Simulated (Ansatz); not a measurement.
## Resistivity from frozen vibrations: Ca(111) with 4 thermally displaced layers, 2x2

Wanted: the phonon-limited resistivity of Ca at 500 K by the Landauer route.

Method: Ansatz plane-wave DFT, PBE, PAW files; ballistic transport by layer matching (Landauer), zero bias; PAW set soft_1, in Ansatz 0.2.0.

Report form: the programs' logs are mostly left out.

## 1. Set-up

The cell holds 40 atoms: 40 Ca. Cell: a = 7.903 Å, b = 7.903 Å, c = 32.345 Å, α = 93.5°, β = 86.5°, γ = 120.0°. It derives from Ca. Regions: lead, 24 atoms (24 Ca); scattering region, 16 atoms (16 Ca). The structure is stacked along c, and the current runs across the ab planes.

## 2. With 4 displaced layers

Each atom of 4 layers is moved at random, by amounts drawn from a normal law 0.1858 Å wide in each direction from the Debye model (230 K) at 500 K. The layers about the cell's end stay perfect and serve as the lead. Disorder leaves little or no symmetry, which makes such runs dear. Energies from -0.05 to 0.05 eV in steps of 0.05 eV are too few for the program's thermal sum, so it prints no conductance; for a metal the transmission near the Fermi level serves, at a fraction of the cost.

Input file input.yaml:

```yaml
crystal:
  lattice:
    - [7.903191072, 0.0, 0.0]
    - [-3.951595536, 6.8443642393, 0.0]
    - [1.975797768, -1.1407273732, 32.2646424434]
  atoms:
    - { symbol: Ca, position: [0.9916666667, 0.0083333333, 0.05] }
    - { symbol: Ca, position: [0.9916666667, 0.5083333333, 0.05] }
    - { symbol: Ca, position: [0.4916666667, 0.0083333333, 0.05] }
    - { symbol: Ca, position: [0.4916666667, 0.5083333333, 0.05] }
    - { symbol: Ca, position: [0.1416666667, 0.3583333333, 0.15] }
    - { symbol: Ca, position: [0.1416666667, 0.8583333333, 0.15] }
    - { symbol: Ca, position: [0.6416666667, 0.3583333333, 0.15] }
    - { symbol: Ca, position: [0.6416666667, 0.8583333333, 0.15] }
[... 28 atom lines left out ...]
    - { symbol: Ca, position: [0.8416666667, 0.1583333333, 0.95] }
    - { symbol: Ca, position: [0.8416666667, 0.6583333333, 0.95] }
    - { symbol: Ca, position: [0.3416666667, 0.1583333333, 0.95] }
    - { symbol: Ca, position: [0.3416666667, 0.6583333333, 0.95] }
kpoints:
  mp_grid: { grid: [3, 3, 1] }
hamiltonian:
  xc: pbe
  pseudopotentials: { kind: paw, azcp: { folder: soft_1 } }
scf:
  occupations: { method: fermi_dirac, width: 0.1 }
output:
  transmission: { leads: [[0, 4]], kmesh: [6, 6], e_range: [-0.05, 0.05], de: 0.05 }
  write_potential: true
  write_density: true
  volumetric_format: npy
  elf: true
```

Run with:

```console
> ansatz run input.yaml --threads 4 --pin off --max-ram 15360MiB --backend cpu --events-out ev --progress --plain --runs-dir out
```

Run time: 24 min. Hardware: 4 threads of Arm Neoverse V1, shared host; peak memory 6.9 GiB.

Numbers from this step:

```yaml
free_energy: -72673.5940 eV
energy_at_zero_smearing: -72672.6586 eV
fermi_energy: 4.739 eV
cell_area: 54.09 Å²
transmission_per_spin_nearest_the_fermi_level: 3.126
open_channels_per_spin_nearest_the_fermi_level: 4.111
step_of_the_lead_s_potential: 1.7 meV
```

Per spin. Transmission, zone mean against energy, zero at the Fermi level:

| energy (eV) | transmission, zone mean |
| --- | --- |
| -0.0500 | 3.70 |
| 0.0000 | 3.13 |
| 0.0500 | 2.94 |

Per spin. The open channels, zone mean, lead by energy, zero at the Fermi level:

| energy (eV) | open channels, zone mean, lead |
| --- | --- |
| -0.0500 | 4.44 |
| 0.0000 | 4.11 |
| 0.0500 | 3.94 |

Transmission over k1 and k2. At 0.0000 eV from the Fermi level.

Values, 6 rows by 6 columns:
```
3.47 3.01 3.59 2.84 3.34 0.00
3.36 3.62 2.94 2.95 3.59 3.38
3.82 3.08 3.17 3.64 3.17 3.08
3.36 3.38 3.59 2.95 2.94 3.62
3.47 0.00 3.34 2.84 3.59 3.01
3.81 3.16 3.24 3.79 3.24 3.16
```
Columns: k1 (b1) from -0.5 to 0.333; rows upwards: k2 (b2) from -0.5 to 0.333.

Open channels over k1 and k2. At 0.0000 eV from the Fermi level.

Ten even steps from '0' (0.00) to '9' (5.00):
```
988890
988889
888888
998888
909888
899899
```
Columns: k1 (b1) from -0.5 to 0.333; rows upwards: k2 (b2) from -0.5 to 0.333.

Valence density in the ca plane at fractional y = 0.130, with atoms of Ca within 0.2 Å of it. It is the smooth field of the valence electrons, not physical close to the nuclei.

Ten steps, logarithmic in the rise over the least value, from '0' (0.0 e/Å³) to '9' (6.2 e/Å³), each cell a mean:
```
00000014788621000000000000000000025776310000
10000013576420000000000000000000147998510000
32100001243210000000000000000000147998510000
65310000111100000000000000000000026887410000
87410000000000000000000001110000013454210000
87420000000000000000000013432000001111100000
65310001111000000000000024553100000011000001
32100012432100000000000014553100000111000011
00000125775200000000000012332100011221100001
00000147997410000000000001111000125653100000
00000147997410000000000000000000147986310000
00000025776300000000000000000000158998410000
21000012443100000000000000000000148997410000
54200000110000000000000001100000025775200000
76410000000000000000000012211000002332000000
87520000000000000000000023431000000000000000
76410000000000000000000024542000000000000001
44200000000000000000000013432000000000000001
11000001222100000000000011211000000000000001
00000002565310000000000000000000000000000001
00000014787520000000000000000000002332100000
```
Columns run along c (16.0 Å, from fractional 0.25 to 0.75 of the cell), rows up along a (7.9 Å). Atoms in or near the plane, at fractional coordinates: Ca at (0.65, 0.87), Ca at (0.65, 0.43).

Electrostatic potential energy in the ca plane at fractional y = 0.130, with atoms of Ca within 0.2 Å of it. With pseudopotentials it is smooth inside the atoms' cores, unlike the true potential.

Ten even steps from '0' (-38 eV) to '9' (8 eV), each cell a mean:
```
99999986200479999999999999999999875214789999
89999987523689999999999999999999862000689999
77899998777889999999999999999999861000589999
35789999888999999999999999999999974102689999
02689999999999999999999998888999987656899999
02689999999999999999999987678999998888999999
45789998889999999999999986557899999999999998
77899987678899999999999986557899999999999998
99999874225799999999999987778899988888999998
99999861002689999999999998888999876447899999
99999861001689999999999999999999861003789999
99999975114789999999999999999999850001689999
88999987667899999999999999999999861001689999
56899999888999999999999999899999975335799999
13689999999999999999999988888999988778899999
01589999999999999999999987678999999989999999
13689999999999999999999876568899999999999998
66889999999999999999999987678999999999999998
88899998878899999999999988788999999999999998
99999987545789999999999999899999999889999998
99999986201589999999999999999999987777899999
```
Columns run along c (16.0 Å, from fractional 0.25 to 0.75 of the cell; values clipped at the 3rd and 97th percentile), rows up along a (7.9 Å). Atoms in or near the plane, at fractional coordinates: Ca at (0.65, 0.87), Ca at (0.65, 0.43).

ELF in the ca plane at fractional y = 0.130, with atoms of Ca within 0.2 Å of it. It is the smooth field of the valence electrons, not physical close to the nuclei.

Ten even steps from '0' (0.05) to '9' (0.85), each cell a mean:
```
22454104999710465556676665555552027998202543
00134202788501455456677665555541049999501555
31003310133103564445677654334552049999601455
87202441000135764323566521001353017999302554
99501564323467764212455200000144202453013431
99501453334677764212343002330025520000145410
86201320001367764222443004762015653223566300
21002101331026665333553004762015532113576200
00132017996103555445664101330024200100255300
33452049999401454445666410000132015773024410
45552049999501344345677642112441059998203431
11343017998201343345677765555651069999402454
00023101442003444345677654445662059999402555
64102310000124543334566421012453016896103555
98401443222456543223454100100244101221014543
99600465555666542111342003420035310000145420
98401454334566642001231014641024532123455200
54101431000146642101232003430024543334564200
00013300011014654222354100100034431112455200
11244201686202565434565410000244200000145300
44554104999601466555666643223453001441014420
```
Columns run along c (16.0 Å, from fractional 0.25 to 0.75 of the cell), rows up along a (7.9 Å). Atoms in or near the plane, at fractional coordinates: Ca at (0.65, 0.87), Ca at (0.65, 0.43).

Over the solved energies the transmission per spin lies between 2.94 and 3.70, out of 4.17 channels of the lead on average (up to 4.44).

## 3. With 8 displaced layers

Each atom of 8 layers is moved at random, by amounts drawn from a normal law 0.1858 Å wide in each direction from the Debye model (230 K) at 500 K. A fresh draw is used; the growth of the resistance with length is what counts.

System of this step: Ca(111) with 8 thermally displaced layers, 2x2. The cell holds 56 atoms: 56 Ca. Its edges and angles: a = 7.903 Å, b = 7.903 Å, c = 45.228 Å, α = 87.5°, β = 92.5°, γ = 120.0°. It derives from Ca. Regions: lead, 24 atoms (24 Ca); scattering region, 32 atoms (32 Ca). The structure is stacked along c, and the current runs across the ab planes.

Input file input.yaml:

```yaml
crystal:
  lattice:
    - [7.903191072, 0.0, 0.0]
    - [-3.951595536, 6.8443642393, 0.0]
    - [-1.975797768, 1.1407273732, 45.1704994208]
  atoms:
    - { symbol: Ca, position: [0.005952381, 0.994047619, 0.0357142857] }
    - { symbol: Ca, position: [0.005952381, 0.494047619, 0.0357142857] }
    - { symbol: Ca, position: [0.505952381, 0.994047619, 0.0357142857] }
    - { symbol: Ca, position: [0.505952381, 0.494047619, 0.0357142857] }
    - { symbol: Ca, position: [0.1845238095, 0.3154761905, 0.1071428571] }
    - { symbol: Ca, position: [0.1845238095, 0.8154761905, 0.1071428571] }
    - { symbol: Ca, position: [0.6845238095, 0.3154761905, 0.1071428571] }
    - { symbol: Ca, position: [0.6845238095, 0.8154761905, 0.1071428571] }
[... 44 atom lines left out ...]
    - { symbol: Ca, position: [0.3273809524, 0.1726190476, 0.9642857143] }
    - { symbol: Ca, position: [0.3273809524, 0.6726190476, 0.9642857143] }
    - { symbol: Ca, position: [0.8273809524, 0.1726190476, 0.9642857143] }
    - { symbol: Ca, position: [0.8273809524, 0.6726190476, 0.9642857143] }
kpoints:
  mp_grid: { grid: [3, 3, 1] }
hamiltonian:
  xc: pbe
  pseudopotentials: { kind: paw, azcp: { folder: soft_1 } }
scf:
  occupations: { method: fermi_dirac, width: 0.1 }
output:
  transmission: { leads: [[0, 4]], kmesh: [6, 6], e_range: [-0.05, 0.05], de: 0.05 }
  write_potential: true
  write_density: true
  volumetric_format: npy
```

It took 32 min on 4 threads; peak memory 10 GiB; 2.1 h of CPU time.

Numbers from this step:

* free energy: -101741.7471 eV
* energy at zero smearing: -101740.4367 eV
* Fermi energy: 4.736 eV
* transmission per spin nearest the Fermi level: 2.722
* step of the lead's potential: 3.3 meV

Per spin. Transmission, zone mean against energy, zero at the Fermi level:

| energy (eV) | transmission, zone mean |
| --- | --- |
| -0.0500 | 3.39 |
| 0.0000 | 2.72 |
| 0.0500 | 2.63 |

Over the solved energies the transmission per spin lies between 2.63 and 3.39, out of 4.17 channels of the lead on average (up to 4.44).

## 4. With 12 displaced layers

Each atom of 12 layers is moved at random, by amounts drawn from a normal law 0.1858 Å wide in each direction from the Debye model (230 K) at 500 K. A fresh draw is used; the growth of the resistance with length is what counts.

System of this step: Ca(111) with 12 thermally displaced layers, 2x2. The cell holds 72 atoms: 72 Ca. Its edges and angles: a = 7.903 Å, b = 7.903 Å, c = 58.076 Å, α = 90.0°, β = 90.0°, γ = 120.0°. It derives from Ca. Regions: lead, 24 atoms (24 Ca); scattering region, 48 atoms (48 Ca). The structure is stacked along c, and the current runs across the ab planes.

Input file input.yaml:

```yaml
crystal:
  lattice:
    - [7.903191072, 0.0, 0.0]
    - [-3.951595536, 6.8443642393, 0.0]
    - [0.0, 0.0, 58.0763563981]
  atoms:
    - { symbol: Ca, position: [0.0, 0.0, 0.0277777778] }
    - { symbol: Ca, position: [0.0, 0.5, 0.0277777778] }
    - { symbol: Ca, position: [0.5, 0.0, 0.0277777778] }
    - { symbol: Ca, position: [0.5, 0.5, 0.0277777778] }
    - { symbol: Ca, position: [0.1666666667, 0.3333333333, 0.0833333333] }
    - { symbol: Ca, position: [0.1666666667, 0.8333333333, 0.0833333333] }
    - { symbol: Ca, position: [0.6666666667, 0.3333333333, 0.0833333333] }
    - { symbol: Ca, position: [0.6666666667, 0.8333333333, 0.0833333333] }
[... 60 atom lines left out ...]
    - { symbol: Ca, position: [0.3333333333, 0.1666666667, 0.9722222222] }
    - { symbol: Ca, position: [0.3333333333, 0.6666666667, 0.9722222222] }
    - { symbol: Ca, position: [0.8333333333, 0.1666666667, 0.9722222222] }
    - { symbol: Ca, position: [0.8333333333, 0.6666666667, 0.9722222222] }
kpoints:
  mp_grid: { grid: [3, 3, 1] }
hamiltonian:
  xc: pbe
  pseudopotentials: { kind: paw, azcp: { folder: soft_1 } }
scf:
  occupations: { method: fermi_dirac, width: 0.1 }
output:
  transmission: { leads: [[0, 4]], kmesh: [6, 6], e_range: [-0.05, 0.05], de: 0.05 }
  write_potential: true
  write_density: true
  volumetric_format: npy
```

It took 47 min on 4 threads; peak memory 8.5 GiB.

This step gave:

| Property | Result |
| --- | --- |
| free energy | -130809.4659 eV |
| energy at zero smearing | -130807.7586 eV |
| Fermi energy | 4.733 eV |
| transmission per spin nearest the Fermi level | 2.546 |
| step of the lead's potential | 2.5 meV |

Per spin. The transmission, zone mean by energy, zero at the Fermi level:

| energy (eV) | transmission, zone mean |
| --- | --- |
| -0.0500 | 3.01 |
| 0.0000 | 2.55 |
| 0.0500 | 2.33 |

Over the solved energies the transmission per spin lies between 2.33 and 3.01, out of 4.17 channels of the lead on average (up to 4.44).

## 5. The fit

This step: Ansatz plane-wave DFT, PBE, PAW files; ballistic transport by layer matching (Landauer), zero bias; resistivity from the slope of the area resistance; PAW set soft_1 (Ansatz 0.2.0).

This step gave:

| Quantity | Value |
| --- | --- |
| resistivity | 19.86 µΩ cm |
| intercept | 0.2111 fΩ m² |
| scatter about the fit | 0.002392 fΩ m² |

Resistance, by row:

| run | length (Å) | T | channels N | RA (fΩ m²) |
| --- | --- | --- | --- | --- |
| n4 | 12.91 | 3.255 | 4.167 | 0.4691 |
| n8 | 25.81 | 2.914 | 4.167 | 0.7203 |
| n12 | 38.72 | 2.627 | 4.167 | 0.9817 |

The area resistance by length of the displaced region:

| length of the displaced region (Å) | area resistance (fΩ m²) |
| --- | --- |
| 12.9 | 0.469 |
| 25.8 | 0.720 |
| 38.7 | 0.982 |

The area resistance goes from 0.47 to 0.98 fΩ m² between 13 and 38.7 Å, a slope of 20 µΩ cm.

By hand from the end points: (0.9817 − 0.4691) fΩ m² / (38.72 − 12.9) Å = 20 µΩ cm, since 1 fΩ m² per Å is 1000 µΩ cm.

## 6. Results

| Item | Value |
| --- | --- |
| resistivity from the slope | 19.9 µΩ cm |
| area resistance over 12.9 Å | 0.469 fΩ m² |
| area resistance over 25.8 Å | 0.720 fΩ m² |
| area resistance over 38.7 Å | 0.982 fΩ m² |

In words: The slope gives 20 µΩ cm. The points scatter by 0.0024 fΩ m² about the line, with one random draw a length in a 2x2 cell, so the slope is a rough value. The mean square of the displacements drawn is 0.78, 0.99 and 1.2 of the nominal one at the three lengths; with each resistance scaled back by that, the slope is 9.0 µΩ cm, the value used below. Read with a model of isotropic scattering on a spherical Fermi surface and the lead's 0.60×10¹⁵ S/m², this slope means a mean free path near 159 Å; over these lengths the model's slope is 1.13 times its bulk resistivity, which would be 7.9 µΩ cm. Uncorrelated displacements put too much weight on short waves, which scatter strongly; with the sideways repeat of a small cell, one draw and three short lengths, the method is good to a factor of two or three. The measured value is 6 µΩ cm (CRC Handbook of Chemistry and Physics, 84th ed., 2003, Electrical Resistivity of Pure Metals); the scaled slope is 1.5 times that and the corrected value 1.3: fair for so small a cell.

[Logs are printed without paths, hosts, clocks, repeated set-up lines and the standing remarks that a program may print on its own settings, such as how far it seeks lower states.]

[Hosts, paths, dates, database ids (printed as entryN), source tags and the programs' standing remarks are cut or masked in the printed files.]
